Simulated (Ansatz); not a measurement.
# Resistivity from frozen vibrations: Al(111) with 4 thermally displaced layers, 2x2, part 2 of 2

Wanted: the phonon-limited resistivity of Al at 900 K by the Landauer route.

Ansatz 0.2.0; Ansatz plane-wave DFT, PBE, PAW files; ballistic transport by layer matching (Landauer), zero bias; PAW set soft_1.

So far. Step 2 (With 4 displaced layers): Over the solved energies the transmission per spin lies between 4.43 and 4.64, out of 5.43 channels of the lead on average (up to 5.59).

## 3. With 8 displaced layers

Each atom of 8 layers is moved at random, by amounts drawn from a normal law 0.1633 Å wide in each direction from the Debye model (428 K) at 900 K. A fresh draw is used; the growth of the resistance with length is what counts.

System of this step: Al(111) with 8 thermally displaced layers, 2x2. The cell holds 56 atoms: 56 Al. Its edges and angles: a = 5.725 Å, b = 5.725 Å, c = 32.761 Å, α = 87.5°, β = 92.5°, γ = 120.0°. It derives from Al. Regions: lead, 24 atoms (24 Al); scattering region, 32 atoms (32 Al). The structure is stacked along c, and the current runs across the ab planes.

input.yaml reads:

```yaml
crystal:
  lattice:
    - [5.7246940741, 0.0, 0.0]
    - [-2.862347037, 4.957730497, 0.0]
    - [-1.4311735185, 0.8262884162, 32.7193519684]
  atoms:
    - { symbol: Al, position: [0.005952381, 0.994047619, 0.0357142857] }
    - { symbol: Al, position: [0.005952381, 0.494047619, 0.0357142857] }
    - { symbol: Al, position: [0.505952381, 0.994047619, 0.0357142857] }
    - { symbol: Al, position: [0.505952381, 0.494047619, 0.0357142857] }
    - { symbol: Al, position: [0.1845238095, 0.3154761905, 0.1071428571] }
    - { symbol: Al, position: [0.1845238095, 0.8154761905, 0.1071428571] }
    - { symbol: Al, position: [0.6845238095, 0.3154761905, 0.1071428571] }
    - { symbol: Al, position: [0.6845238095, 0.8154761905, 0.1071428571] }
    - { symbol: Al, position: [0.3630952381, 0.1369047619, 0.1785714286] }
    - { symbol: Al, position: [0.3630952381, 0.6369047619, 0.1785714286] }
    - { symbol: Al, position: [0.8630952381, 0.1369047619, 0.1785714286] }
    - { symbol: Al, position: [0.8630952381, 0.6369047619, 0.1785714286] }
    - { symbol: Al, position: [0.0404389376, 0.9520586842, 0.2486640961] }
    - { symbol: Al, position: [0.1023318979, 0.5062403801, 0.2439330837] }
    - { symbol: Al, position: [0.5461701763, 0.9021910041, 0.2463343941] }
    - { symbol: Al, position: [0.5376769958, 0.4628626032, 0.2447726001] }
    - { symbol: Al, position: [0.2003156069, 0.2828634585, 0.3179678686] }
    - { symbol: Al, position: [0.2136955964, 0.8009318265, 0.3260785628] }
    - { symbol: Al, position: [0.7188084466, 0.2803775965, 0.321330762] }
    - { symbol: Al, position: [0.6979888814, 0.7637811804, 0.3162494426] }
    - { symbol: Al, position: [0.4158041965, 0.0985328048, 0.3921712165] }
    - { symbol: Al, position: [0.4144514141, 0.6174874677, 0.3999491777] }
    - { symbol: Al, position: [0.8845668247, 0.0878101087, 0.393858156] }
    - { symbol: Al, position: [0.8964175996, 0.6423304479, 0.3974797996] }
    - { symbol: Al, position: [0.0958201189, 0.9180640748, 0.4679767876] }
    - { symbol: Al, position: [0.1153374485, 0.4393174898, 0.462888389] }
    - { symbol: Al, position: [0.5446163813, 0.9541032638, 0.4625227253] }
    - { symbol: Al, position: [0.5682763218, 0.4516716667, 0.465973445] }
    - { symbol: Al, position: [0.2136256993, 0.2410094103, 0.5343706047] }
    - { symbol: Al, position: [0.2527353699, 0.6819481263, 0.5337900465] }
    - { symbol: Al, position: [0.7744751084, 0.2916835254, 0.5303073525] }
    - { symbol: Al, position: [0.649503653, 0.698242641, 0.5370272024] }
    - { symbol: Al, position: [0.4864996537, 0.1222409101, 0.6091438261] }
    - { symbol: Al, position: [0.4261937828, 0.5946147949, 0.6070876706] }
    - { symbol: Al, position: [0.9301408261, 0.0649941412, 0.6135039538] }
    - { symbol: Al, position: [0.8918925758, 0.5318061215, 0.6068108616] }
    - { symbol: Al, position: [0.0970518008, 0.8608102177, 0.6741822767] }
    - { symbol: Al, position: [0.1464931928, 0.4303763799, 0.6821297962] }
    - { symbol: Al, position: [0.6514975403, 0.9295920657, 0.6686349718] }
    - { symbol: Al, position: [0.557402819, 0.3646649333, 0.6726069218] }
    - { symbol: Al, position: [0.2635269367, 0.2117031401, 0.7435899261] }
    - { symbol: Al, position: [0.2445579726, 0.6418474761, 0.7451391317] }
    - { symbol: Al, position: [0.8213766675, 0.1901822174, 0.7516176976] }
    - { symbol: Al, position: [0.8042636187, 0.6916826561, 0.7528900699] }
    - { symbol: Al, position: [0.4702380952, 0.0297619048, 0.8214285714] }
    - { symbol: Al, position: [0.4702380952, 0.5297619048, 0.8214285714] }
    - { symbol: Al, position: [0.9702380952, 0.0297619048, 0.8214285714] }
    - { symbol: Al, position: [0.9702380952, 0.5297619048, 0.8214285714] }
    - { symbol: Al, position: [0.1488095238, 0.8511904762, 0.8928571429] }
    - { symbol: Al, position: [0.1488095238, 0.3511904762, 0.8928571429] }
    - { symbol: Al, position: [0.6488095238, 0.8511904762, 0.8928571429] }
    - { symbol: Al, position: [0.6488095238, 0.3511904762, 0.8928571429] }
    - { symbol: Al, position: [0.3273809524, 0.1726190476, 0.9642857143] }
    - { symbol: Al, position: [0.3273809524, 0.6726190476, 0.9642857143] }
    - { symbol: Al, position: [0.8273809524, 0.1726190476, 0.9642857143] }
    - { symbol: Al, position: [0.8273809524, 0.6726190476, 0.9642857143] }
kpoints:
  mp_grid: { grid: [5, 5, 1] }
hamiltonian:
  xc: pbe
  pseudopotentials: { kind: paw, azcp: { folder: soft_1 } }
scf:
  occupations: { method: fermi_dirac, width: 0.1 }
output:
  transmission:
    leads: [[0, 4]]
    kmesh: [10, 10]
    e_range: [-0.05, 0.05]
    de: 0.05
  write_potential: true
  write_density: true
  volumetric_format: npy
```

Launch:

```console
ansatz run input.yaml --threads 4 --pin off --max-ram 15360MiB --backend cpu --events-out ev --progress --plain --runs-dir out
```

Numbers of over 12 decimals in the logs are rounded to 6 here.

The log of the run:

```text
[...]
Crystal: 56 atoms, lattice volume = 928.624 Å³
Basis set: ecut = 420 eV, 18271 PW (Γ)
Bands: 140, of which v1, the nominal top of the filled ones, is band 84 counted from 1 (83 counted from 0)
Symmetry: 1 space group operations
[...]
k-points: 13 of 25 (time reversal used)
[...]
SCF iter   1: F=—  HF=-30097.238210 eV  |F-HF|=—  |Δ(HF+E_count)|=         —  Δρ=2.68e-2  dr2=2.00e1  ethr=3.10e-3  ⟨swp⟩=6.9  Hψ=9030  notcnv=0  defer=36
[...]
SCF iter   8: F=-30093.403754 eV  HF=-30093.403754 eV  |F-HF|=1.30e-8  |Δ(HF+E_count)|=   9.10e-9  Δρ=7.91e-7  dr2=1.75e-8  ethr=5.95e-11  ⟨swp⟩=13.2  Hψ=7262  notcnv=0
SCF 1 converged in 8 iterations: F = -30093.403754 eV  dr2 = 1.75e-8
[...]
transmission: 222 of 2132 steps passed
transmission: 432 of 2132 steps passed
[...]
transmission: 2132 of 2132 steps passed
SCF converged after 8 iterations
Free energy (F): -30093.403754 eV
[...]
Internal energy: -30092.533312 eV  (E = F + TS)
E sigma→0 (E₀):  -30092.968533 eV
Entropy (-TS):   -0.870442 eV (-15.544 meV/atom)
Fermi energy:    7.904048 eV
[...]
--- Band table (eV; the first three rows and the last of 13) ---
  k-point 0: bands = [... 80 lower, 6.5625, 6.6191, 6.6373, 6.9083, 6.9815, 7.1011, 7.1382, 7.1694, ... 52 higher]
  k-point 1: bands = [... 80 lower, 6.9485, 7.0432, 7.0988, 7.1529, 7.2293, 7.5185, 7.5558, 7.6090, ... 52 higher]
  k-point 2: bands = [... 80 lower, 7.9617, 7.9760, 8.0047, 8.0601, 8.1202, 8.1486, 8.2105, 8.2437, ... 52 higher]
  k-point 12: bands = [... 80 lower, 7.6953, 7.7594, 7.8772, 7.9155, 7.9376, 7.9811, 8.0029, 8.0343, ... 52 higher]
--- Transmission ---
  basis      : 253 plane waves across, 41 finite elements along
  points     : 52, standing for a mesh of 10 x 10
[...]
channels       : 5.530000e0 a spin
[...]
junction   : crystal 0 to crystal 0, 0.70 to 31.08 Å
    transmission   : 4.109576e0 a spin
[...]
```

It took 11 min on 4 threads of Arm Neoverse V1, shared host; peak memory 3.1 GiB.

Numbers from this step:

- free energy: -30093.4038 eV
- energy at zero smearing: -30092.9685 eV
- Fermi energy: 7.904 eV
- transmission per spin nearest the Fermi level: 4.110
- open channels per spin nearest the Fermi level: 5.53
- step of the lead's potential: 13 meV

Per spin. Table of transmission, zone mean by energy, zero at the Fermi level:

```csv
energy (eV),"transmission, zone mean"
-0.0500,3.94
0.0000,4.11
0.0500,4.12
```

Over the solved energies the transmission per spin lies between 3.94 and 4.12, out of 5.47 channels of the lead on average (up to 5.59).

## 4. With 12 displaced layers

Each atom of 12 layers is moved at random, by amounts drawn from a normal law 0.1633 Å wide in each direction from the Debye model (428 K) at 900 K. A fresh draw is used; the growth of the resistance with length is what counts.

System of this step: Al(111) with 12 thermally displaced layers, 2x2. The cell holds 72 atoms: 72 Al. Its edges and angles: a = 5.725 Å, b = 5.725 Å, c = 42.068 Å, α = 90.0°, β = 90.0°, γ = 120.0°. It derives from Al. Regions: lead, 24 atoms (24 Al); scattering region, 48 atoms (48 Al). The structure is stacked along c, and the current runs across the ab planes.

input.yaml reads:

```yaml
crystal:
  lattice:
    - [5.7246940741, 0.0, 0.0]
    - [-2.862347037, 4.957730497, 0.0]
    - [0.0, 0.0, 42.0677382451]
  atoms:
    - { symbol: Al, position: [0.0, 0.0, 0.0277777778] }
    - { symbol: Al, position: [0.0, 0.5, 0.0277777778] }
    - { symbol: Al, position: [0.5, 0.0, 0.0277777778] }
    - { symbol: Al, position: [0.5, 0.5, 0.0277777778] }
    - { symbol: Al, position: [0.1666666667, 0.3333333333, 0.0833333333] }
    - { symbol: Al, position: [0.1666666667, 0.8333333333, 0.0833333333] }
    - { symbol: Al, position: [0.6666666667, 0.3333333333, 0.0833333333] }
    - { symbol: Al, position: [0.6666666667, 0.8333333333, 0.0833333333] }
    - { symbol: Al, position: [0.3333333333, 0.1666666667, 0.1388888889] }
    - { symbol: Al, position: [0.3333333333, 0.6666666667, 0.1388888889] }
    - { symbol: Al, position: [0.8333333333, 0.1666666667, 0.1388888889] }
    - { symbol: Al, position: [0.8333333333, 0.6666666667, 0.1388888889] }
    - { symbol: Al, position: [0.0176048429, 0.0229706453, 0.1919774204] }
    - { symbol: Al, position: [0.9420868402, 0.4663341288, 0.1922908139] }
    - { symbol: Al, position: [0.5119195736, 0.9932706133, 0.1928963987] }
    - { symbol: Al, position: [0.5129861833, 0.5362230236, 0.1922105314] }
    - { symbol: Al, position: [0.1895599093, 0.2928997375, 0.2477011218] }
    - { symbol: Al, position: [0.1995831339, 0.8503891533, 0.2466791711] }
    - { symbol: Al, position: [0.6518814062, 0.3099831011, 0.2533034078] }
    - { symbol: Al, position: [0.6703185723, 0.8098454374, 0.2515417459] }
    - { symbol: Al, position: [0.3216762925, 0.1642979287, 0.3058063709] }
    - { symbol: Al, position: [0.3242435273, 0.6806652597, 0.3073422329] }
    - { symbol: Al, position: [0.8636747634, 0.2030505179, 0.3045007384] }
    - { symbol: Al, position: [0.7829810962, 0.6505579545, 0.3063347556] }
    - { symbol: Al, position: [0.0101573437, 0.0190604226, 0.3642413816] }
    - { symbol: Al, position: [0.994828155, 0.4963647054, 0.357278293] }
    - { symbol: Al, position: [0.5251218951, 0.9913066414, 0.3569060376] }
    - { symbol: Al, position: [0.461382365, 0.4863387345, 0.3671487015] }
    - { symbol: Al, position: [0.1608046036, 0.2775361533, 0.4161868327] }
    - { symbol: Al, position: [0.1845145475, 0.8539704409, 0.418000662] }
    - { symbol: Al, position: [0.6551730233, 0.3468997602, 0.4145156214] }
    - { symbol: Al, position: [0.5910791762, 0.8099852832, 0.4140039486] }
    - { symbol: Al, position: [0.3779261343, 0.2014486111, 0.4681647629] }
    - { symbol: Al, position: [0.33977843, 0.66963548, 0.4666488974] }
    - { symbol: Al, position: [0.7732408338, 0.1636112247, 0.4727518556] }
    - { symbol: Al, position: [0.7717167678, 0.5773681581, 0.4721077743] }
    - { symbol: Al, position: [0.968847812, 0.9707053553, 0.5265193816] }
    - { symbol: Al, position: [0.9770282939, 0.5184397088, 0.5278189388] }
    - { symbol: Al, position: [0.4886838184, 0.0092841231, 0.5276531744] }
    - { symbol: Al, position: [0.4543199639, 0.4952521948, 0.526003234] }
    - { symbol: Al, position: [0.106275293, 0.3118568136, 0.5849882572] }
    - { symbol: Al, position: [0.1721755873, 0.8796928299, 0.589925297] }
    - { symbol: Al, position: [0.6670426244, 0.3515619699, 0.5910682096] }
    - { symbol: Al, position: [0.6424054149, 0.8037241127, 0.581693968] }
    - { symbol: Al, position: [0.2719150389, 0.1222281472, 0.6396988124] }
    - { symbol: Al, position: [0.3255041121, 0.6747837931, 0.6407846098] }
    - { symbol: Al, position: [0.8083292007, 0.1602619312, 0.6378435308] }
    - { symbol: Al, position: [0.8004846783, 0.6391160739, 0.6401137608] }
    - { symbol: Al, position: [0.0014718502, 0.0109446305, 0.6983297225] }
    - { symbol: Al, position: [0.0106159713, 0.4633717713, 0.6911223952] }
    - { symbol: Al, position: [0.4947266823, 0.0040722729, 0.6980869736] }
    - { symbol: Al, position: [0.465359959, 0.4856112385, 0.6954033625] }
    - { symbol: Al, position: [0.2244336067, 0.3787615891, 0.7460951028] }
    - { symbol: Al, position: [0.1473158445, 0.8067282185, 0.7532896582] }
    - { symbol: Al, position: [0.6735218654, 0.3215484934, 0.7476273243] }
    - { symbol: Al, position: [0.691224167, 0.8656215744, 0.7470210134] }
    - { symbol: Al, position: [0.3259615546, 0.1703877177, 0.8056254722] }
    - { symbol: Al, position: [0.326509155, 0.6337433088, 0.8032462261] }
    - { symbol: Al, position: [0.7743466583, 0.1685023831, 0.8097095818] }
    - { symbol: Al, position: [0.7642477556, 0.6458566161, 0.8090433553] }
    - { symbol: Al, position: [0.0, 0.0, 0.8611111111] }
    - { symbol: Al, position: [0.0, 0.5, 0.8611111111] }
    - { symbol: Al, position: [0.5, 0.0, 0.8611111111] }
    - { symbol: Al, position: [0.5, 0.5, 0.8611111111] }
    - { symbol: Al, position: [0.1666666667, 0.3333333333, 0.9166666667] }
    - { symbol: Al, position: [0.1666666667, 0.8333333333, 0.9166666667] }
    - { symbol: Al, position: [0.6666666667, 0.3333333333, 0.9166666667] }
    - { symbol: Al, position: [0.6666666667, 0.8333333333, 0.9166666667] }
    - { symbol: Al, position: [0.3333333333, 0.1666666667, 0.9722222222] }
    - { symbol: Al, position: [0.3333333333, 0.6666666667, 0.9722222222] }
    - { symbol: Al, position: [0.8333333333, 0.1666666667, 0.9722222222] }
    - { symbol: Al, position: [0.8333333333, 0.6666666667, 0.9722222222] }
kpoints:
  mp_grid: { grid: [5, 5, 1] }
hamiltonian:
  xc: pbe
  pseudopotentials: { kind: paw, azcp: { folder: soft_1 } }
scf:
  occupations: { method: fermi_dirac, width: 0.1 }
output:
  transmission:
    leads: [[0, 4]]
    kmesh: [10, 10]
    e_range: [-0.05, 0.05]
    de: 0.05
  write_potential: true
  write_density: true
  volumetric_format: npy
```

The log of the run:

```text
[...]
Crystal: 72 atoms, lattice volume = 1193.945 Å³
Basis set: ecut = 420 eV, 23469 PW (Γ)
Bands: 180, of which v1, the nominal top of the filled ones, is band 108 counted from 1 (107 counted from 0)
Symmetry: 1 space group operations
[...]
k-points: 13 of 25 (time reversal used)
[...]
SCF iter   1: F=—  HF=-38697.612440 eV  |F-HF|=—  |Δ(HF+E_count)|=         —  Δρ=2.58e-2  dr2=1.91e1  ethr=3.10e-3  ⟨swp⟩=6.3  Hψ=11364  notcnv=0  defer=98
[...]
SCF iter   8: F=-38693.371741 eV  HF=-38693.371741 eV  |F-HF|=1.59e-8  |Δ(HF+E_count)|=   1.96e-9  Δρ=7.78e-7  dr2=2.17e-8  ethr=4.63e-11  ⟨swp⟩=13.7  Hψ=10121  notcnv=0
SCF 1 converged in 8 iterations: F = -38693.371741 eV  dr2 = 2.17e-8
[...]
transmission: 273 of 2704 steps passed
transmission: 549 of 2704 steps passed
[...]
transmission: 2704 of 2704 steps passed
SCF converged after 8 iterations
Free energy (F): -38693.371741 eV
[...]
Internal energy: -38692.235241 eV  (E = F + TS)
E sigma→0 (E₀):  -38692.803491 eV
Entropy (-TS):   -1.136500 eV (-15.785 meV/atom)
Fermi energy:    7.913788 eV
[...]
--- Band table (eV; the first three rows and the last of 13) ---
  k-point 0: bands = [... 104 lower, 6.5254, 6.6423, 6.6746, 6.8228, 6.8565, 6.9008, 6.9314, 6.9555, ... 68 higher]
  k-point 1: bands = [... 104 lower, 6.9219, 7.0252, 7.0918, 7.1523, 7.1899, 7.2173, 7.2772, 7.4583, ... 68 higher]
  k-point 2: bands = [... 104 lower, 7.9407, 7.9641, 7.9971, 8.0517, 8.0629, 8.0926, 8.1290, 8.1552, ... 68 higher]
  k-point 12: bands = [... 104 lower, 7.7124, 7.8075, 7.8488, 7.9050, 7.9251, 7.9858, 8.0012, 8.0390, ... 68 higher]
--- Transmission ---
  basis      : 253 plane waves across, 52 finite elements along
  points     : 52, standing for a mesh of 10 x 10
[...]
channels       : 5.590000e0 a spin
[...]
junction   : crystal 0 to crystal 0, 0.70 to 40.43 Å
    transmission   : 3.972005e0 a spin
[...]
```

It took 16 min on 4 threads; peak memory 4.8 GiB.

Numbers from this step:

```
free energy                                    : -38693.3717 eV
energy at zero smearing                        : -38692.8035 eV
Fermi energy                                   : 7.914 eV
transmission per spin nearest the Fermi level  : 3.972
open channels per spin nearest the Fermi level : 5.59
step of the lead's potential                   : 5.9 meV
```

Per spin. The transmission, zone mean by energy, zero at the Fermi level:

```csv
energy (eV),"transmission, zone mean"
-0.0500,3.85
0.0000,3.97
0.0500,3.95
```

Over the solved energies the transmission per spin lies between 3.85 and 3.97, out of 5.46 channels of the lead on average (up to 5.59).

## 5. The fit

This step: Ansatz plane-wave DFT, PBE, PAW files; ballistic transport by layer matching (Landauer), zero bias; resistivity from the slope of the area resistance; PAW set soft_1 (Ansatz 0.2.0).

This step gave:

| Item | Value |
| --- | --- |
| resistivity | 6.982 µΩ cm |
| intercept | 0.07904 fΩ m² |
| scatter about the fit | 0.01677 fΩ m² |

Resistance, by row:

```csv
run,length (Å),T,channels N,RA (fΩ m²)
n4,9.348,4.539,5.43,0.1325
n8,18.7,4.057,5.47,0.2333
n12,28.05,3.924,5.463,0.263
```

The area resistance by length of the displaced region:

```csv
length of the displaced region (Å),area resistance (fΩ m²)
9.35,0.132
18.70,0.233
28.05,0.263
```

The area resistance goes from 0.13 to 0.26 fΩ m² between 9.3 and 28.0 Å, a slope of 7.0 µΩ cm.

By hand from the end points: (0.2630 − 0.1325) fΩ m² / (28.05 − 9.35) Å = 7.0 µΩ cm, since 1 fΩ m² per Å is 1000 µΩ cm.

## 6. Summary of results

```json
{
 "resistivity from the slope": "6.98 µΩ cm",
 "area resistance over 9.35 Å": "0.132 fΩ m²",
 "area resistance over 18.7 Å": "0.233 fΩ m²",
 "area resistance over 28.0 Å": "0.263 fΩ m²"
}
```

What this shows: The slope gives 7.0 µΩ cm. The points scatter by 0.017 fΩ m² about the line, with one random draw a length in a 2x2 cell, so the slope is a rough value. The mean square of the displacements drawn is 0.94, 0.88 and 0.76 of the nominal one at the three lengths; with each resistance scaled back by that, the slope is 11 µΩ cm, the value used below. Read with a model of isotropic scattering on a spherical Fermi surface and the lead's 1.5×10¹⁵ S/m², this slope means a mean free path near 49 Å; over these lengths the model's slope is 1.07 times its bulk resistivity, which would be 10 µΩ cm. Uncorrelated displacements put too much weight on short waves, which scatter strongly; with the sideways repeat of a small cell, one draw and three short lengths, the method is good to a factor of two or three.

[Logs are printed without paths, hosts, clocks, repeated set-up lines and the standing remarks that a program may print on its own settings, such as how far it seeks lower states.]

[Hosts, paths, dates, database ids (printed as entryN), source tags and the programs' standing remarks are cut or masked in the printed files.]
